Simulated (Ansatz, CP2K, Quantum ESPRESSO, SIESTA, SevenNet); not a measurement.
# Amorphous HfO2 at 7.99 g/cm³ (78 atoms): one relaxed cell, several methods

Aim: relax amorphous HfO2 at 7.99 g/cm³ (78 atoms), then compare forces, pressure and levels from several programs at that geometry.

These are calculated values.

## (1) Set-up

The cell holds 78 atoms (26 Hf and 52 O), with edges of 10.44, 10.44 and 10.44 Å. Recipe: 78 atoms (26 Zr, 52 O) placed at random at 4.68 g/cm³, melted at 5000 K for 10 ps at fixed volume with the Morse and Coulomb pair potential with partial charges (Pedone, Malavasi, Menziani, Cormack and Segre, J. Phys. Chem. B 110, 11780 (2006)). Quenched from 5000 K to 300 K at 50 K/ps and fixed volume, held 5 ps, then minimised at fixed cell. Then Zr was replaced by Hf (the potential has no terms for the new elements, so the cell is a start for a DFT relaxation). Then the atoms were relaxed with SevenNet 0 in the fixed cell. Then the atoms were relaxed with CP2K double zeta, PBE.

## (2) The relaxation

CP2K double zeta (DZVP-MOLOPT-SR, GTH-PBE potentials, 480 Ry; k-points Γ) took 27 geometry steps and reached its thresholds. It started from the geometry that SevenNet 0 had relaxed.

The job ended after 13 min (8 threads of Arm Neoverse V2, shared host; peak memory 1.9 GiB).

|  | before | after |
| --- | --- | --- |
| energy (meV/atom) | 0 | -7.0 |
| Hf-O bonds under 2.82 Å | 151 at 2.147 Å | 149 at 2.131 Å |

Atoms moved by 0.09 Å r.m.s. and 0.28 Å at most, with the common shift taken off.

## (3) Local order after relaxation

Density 7.99 g/cm³, 14.58 Å³ an atom.

g(r), total and by pair (bins of 0.2 Å):

| r (Å) | total | O-O | O-Hf | Hf-Hf |
| --- | --- | --- | --- | --- |
| 1.80 | 0.04 | 0.00 | 0.10 | 0.00 |
| 2.00 | 2.88 | 0.00 | 6.48 | 0.00 |
| 2.20 | 1.66 | 0.00 | 3.73 | 0.00 |
| 2.40 | 0.29 | 0.11 | 0.54 | 0.00 |
| 2.60 | 0.68 | 1.33 | 0.19 | 0.00 |
| 2.80 | 1.11 | 2.32 | 0.17 | 0.00 |
| 3.00 | 1.35 | 2.78 | 0.26 | 0.00 |
| 3.20 | 1.18 | 1.96 | 0.39 | 1.15 |
| 3.40 | 0.81 | 0.88 | 0.32 | 2.55 |
| 3.60 | 0.80 | 0.49 | 0.72 | 2.36 |
| 3.80 | 1.02 | 0.60 | 0.94 | 3.04 |
| 4.00 | 1.04 | 0.77 | 1.19 | 1.52 |
| 4.20 | 0.93 | 0.92 | 1.04 | 0.53 |
| 4.40 | 0.95 | 0.57 | 1.35 | 0.83 |
| 4.60 | 1.10 | 0.69 | 1.65 | 0.57 |
| 4.80 | 1.07 | 0.86 | 1.49 | 0.29 |
| 5.00 | 0.99 | 0.91 | 1.18 | 0.54 |

Bonds by pair of elements; cutoffs follow the first minimum of g(r), held within bounds set by covalent radii, and pairs that aren't listed don't count as bonded:

| pair A-B | cutoff (Å) | bonds | mean length (Å) | spread (Å) | shortest (Å) | B about A | A about B |
| --- | --- | --- | --- | --- | --- | --- | --- |
| O-Hf | 2.82 | 149 | 2.13 | 0.17 | 1.88 | 2.87 | 5.73 |

How many atoms have how many bonded neighbours:

| element | mean | 2 | 3 | 4 | 5 | 6 | 7 |
| --- | --- | --- | --- | --- | --- | --- | --- |
| Hf | 5.73 | 0 | 0 | 1 | 6 | 18 | 1 |
| O | 2.87 | 11 | 37 | 4 | 0 | 0 | 0 |

Bond angles (no mean is given where the spread exceeds 20°):

| angle | count | mean (°) | spread (°) |
| --- | --- | --- | --- |
| O-Hf-O | 357 | - | - |
| Hf-O-Hf | 146 | 118 | 18.3 |

Bond length by coordination (bonds to H left out):

| element | coordination | atoms | mean bond length (Å) |
| --- | --- | --- | --- |
| Hf | 4 | 1 | 2.00 |
| Hf | 5 | 6 | 2.07 |
| Hf | 6 | 18 | 2.15 |
| Hf | 7 | 1 | 2.21 |
| O | 2 | 11 | 1.98 |
| O | 3 | 37 | 2.14 |
| O | 4 | 4 | 2.27 |

First main peaks of g(r), for some of the pairs, lie near 2.9 Å (O-O) and 2.1 Å (O-Hf). Counting bonds as in the table, 69 % of Hf atoms have 6 and 71 % of O atoms have 3 bonded neighbours. Bonds at O atoms with 2 neighbours average 1.98 Å, against 2.27 Å at those with 4.

## (4) The plane-wave reference

Quantum ESPRESSO 7.5: Kohn-Sham DFT, PBE, SSSP efficiency 1.3.0 pseudopotentials, plane waves. Its input for the relaxed cell:

```
&control
  calculation = 'scf'
  pseudo_dir = './pseudo'
  outdir = './tmp'
  disk_io = 'none'
  tprnfor = .true.
  tstress = .true.
/
&system
  ibrav = 0
  nat = 78
  ntyp = 2
  ecutwfc = 60
  ecutrho = 480
  nosym = .true.
  occupations = 'smearing'
  smearing = 'fd'
  degauss = 0.003675
/
&electrons
  conv_thr = 3.9e-07
  electron_maxstep = 100
  mixing_beta = 0.4
  mixing_mode = 'plain'
  diagonalization = 'david'
/
ATOMIC_SPECIES
Hf 178.490 Hf.upf
O 15.999 O.upf
CELL_PARAMETERS angstrom
10.43840 0.00000 0.00000
0.00000 10.43840 0.00000
0.00000 0.00000 10.43840
ATOMIC_POSITIONS crystal
Hf 0.47034 0.53892 0.50426
Hf 0.60696 0.32421 0.68096
Hf 0.96248 0.17687 0.09035
[... 73 atom lines left out ...]
O 0.44502 0.45103 0.68930
O 0.93816 0.06147 0.49948
K_POINTS gamma
```

Wall time 1.8 min (8 MPI ranks of Arm Neoverse V2, shared host); peak memory 4.1 GiB.

## (5) Side by side

CPU times are from a shared host and are rough.

```
                level                    basis or training data  k-points  own r.m.s. force (meV/Å)  difference from the reference (meV/Å)  pressure (GPa)  Kohn-Sham gap (eV)  CPU time  memory (GiB)
              QE, PBE   plane waves, SSSP efficiency, 60/480 Ry         Γ                       125                                      -           -3.04                3.99    14 min           4.1
CP2K triple zeta, PBE     TZV2P-UZH, GTH-PBE potentials, 600 Ry         Γ                        77                                    111           -6.03                4.02    12 min           7.0
      SIESTA DZP, PBE  DZP orbitals, shift 0.01 Ry, mesh 400 Ry         Γ                       243                                    144           -1.34                3.92   4.3 min           1.9
           SevenNet 0        trained on PBE(+U) plane-wave data         -                       167                                     82           -3.31                   -     7.1 s          0.87
```

The gap is the spacing of the highest filled and lowest empty Kohn-Sham level on the mesh; a dash marks partly filled levels, a spacing under 0.15 eV or a method without such levels.

## (6) What came out

Relaxation in the fixed cell lowers the energy by 7 meV/atom at its own level and moves atoms by up to 0.28 Å. By the cutoffs of the final cell 1 bond formed and 3 were lost, leaving 149. The reference finds an r.m.s. force of 125 meV/Å there and a pressure of -3.04 GPa, at a geometry that CP2K double zeta made.

Forces differ from the reference's by 82 meV/Å (SevenNet 0), 111 meV/Å (CP2K triple zeta, PBE) and 144 meV/Å (SIESTA DZP, PBE). CP2K double zeta is at its own minimum here, so the reference's force is itself a measure of how the two differ. Pressures lie -0.3 GPa (SevenNet 0), -3.0 GPa (CP2K triple zeta, PBE) and +1.7 GPa (SIESTA DZP, PBE) from the reference's. The highest filled and lowest empty levels lie 3.99 eV apart in the reference, against 4.02 eV in CP2K triple zeta, PBE and 3.92 eV in SIESTA DZP, PBE. Counting bonds as in the table, 69 % of Hf atoms have 6 and 71 % of O atoms have 3 bonded neighbours.

Caveats: The density was set by the recipe and held. One sample of a disordered cell; defect or tail levels can set the gap. Gaps are read on the mesh, which holds the band edges only if they fold onto it, and semilocal functionals tend to put them under measured ones. The quench rate of 50 K/ps is many orders above laboratory rates, so the cell is likely richer in defects and strain than a real sample. The reference samples only Γ, in a cell whose shortest periodic width is 10 Å. Spin–orbit coupling is left out, which matters for the levels of the heavy elements. The plane-wave runs aren't exact: their cutoffs and mesh weren't converged further here. SIESTA's automatically made basis is far from complete, and its potentials were converted by us (checked for H, C, O, Si, Ge and Ca alone). Where levels are smeared, the DFT runs use Fermi–Dirac occupations at 580 K (0.05 eV), and energies are free energies.

[Logs are printed without paths, hosts, clocks, repeated set-up lines and the standing remarks that a program may print on its own settings, such as how far it seeks lower states.]

[Hosts, paths, dates, database ids (printed as entryN), source tags and the programs' standing remarks are cut or masked in the printed files.]
